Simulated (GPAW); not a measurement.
# Calculated records

```
! title: Quasiparticle gap of H (Cmce) in GPAW
! method: DFT, LDA, plane waves, PAW (and 1 further level or step)
! program: GPAW 26.7.0
! settings of one run: cutoff 600 eV, GPAW PAW setups 1.2.1 data release, 4×4×4 k-mesh, nbands 266
! cost: 4 runs, 1.8 min in all on 4 MPI ranks of Arm Neoverse V1, shared host (the runs of this entry)
! notes: The cell and positions are those that the Materials Project relaxed with its own functionals (PBE, PBE+U or r2SCAN), kept fixed. Bands and cutoff are finite, so the gap is not at the basis limit. The miss can reach some tenths of an eV and take either sign; the mesh is an error of its own. The 4×4×4 mesh is coarse for this cell, which bears on the long-range parts of exchange and screening.
! LDA gap: 8.69 eV, indirect
! G0W0 gap on the mesh: 14.94 eV
! GW settings: 4×4×4 mesh, 119 bands, screening to 96 eV, Godby-Needs plasmon pole
! known limits: not at the basis limit; coarse k mesh
CELL_PARAMETERS angstrom
2.62348 -2.56690 0.00000
2.62348 2.56690 0.00000
0.00000 0.00000 4.14182
ATOMIC_POSITIONS crystal
H 0.95330 0.04670 0.06851
H 0.45330 0.54670 0.43149
H 0.54670 0.45330 0.56851
H 0.04670 0.95330 0.93149
```

[Paths, hosts, dates, memory and timing lines, banners, echoed tables and standing remarks are left out of the program output.]

[Logs are printed without paths, hosts, clocks, repeated set-up lines and the standing remarks that a program may print on its own settings, such as how far it seeks lower states.]

[Runs of the session that timed out or met a known fault of the program may be left out.]

[Hosts, paths, dates, database ids (printed as entryN), source tags and the programs' standing remarks are cut or masked in the printed files.]
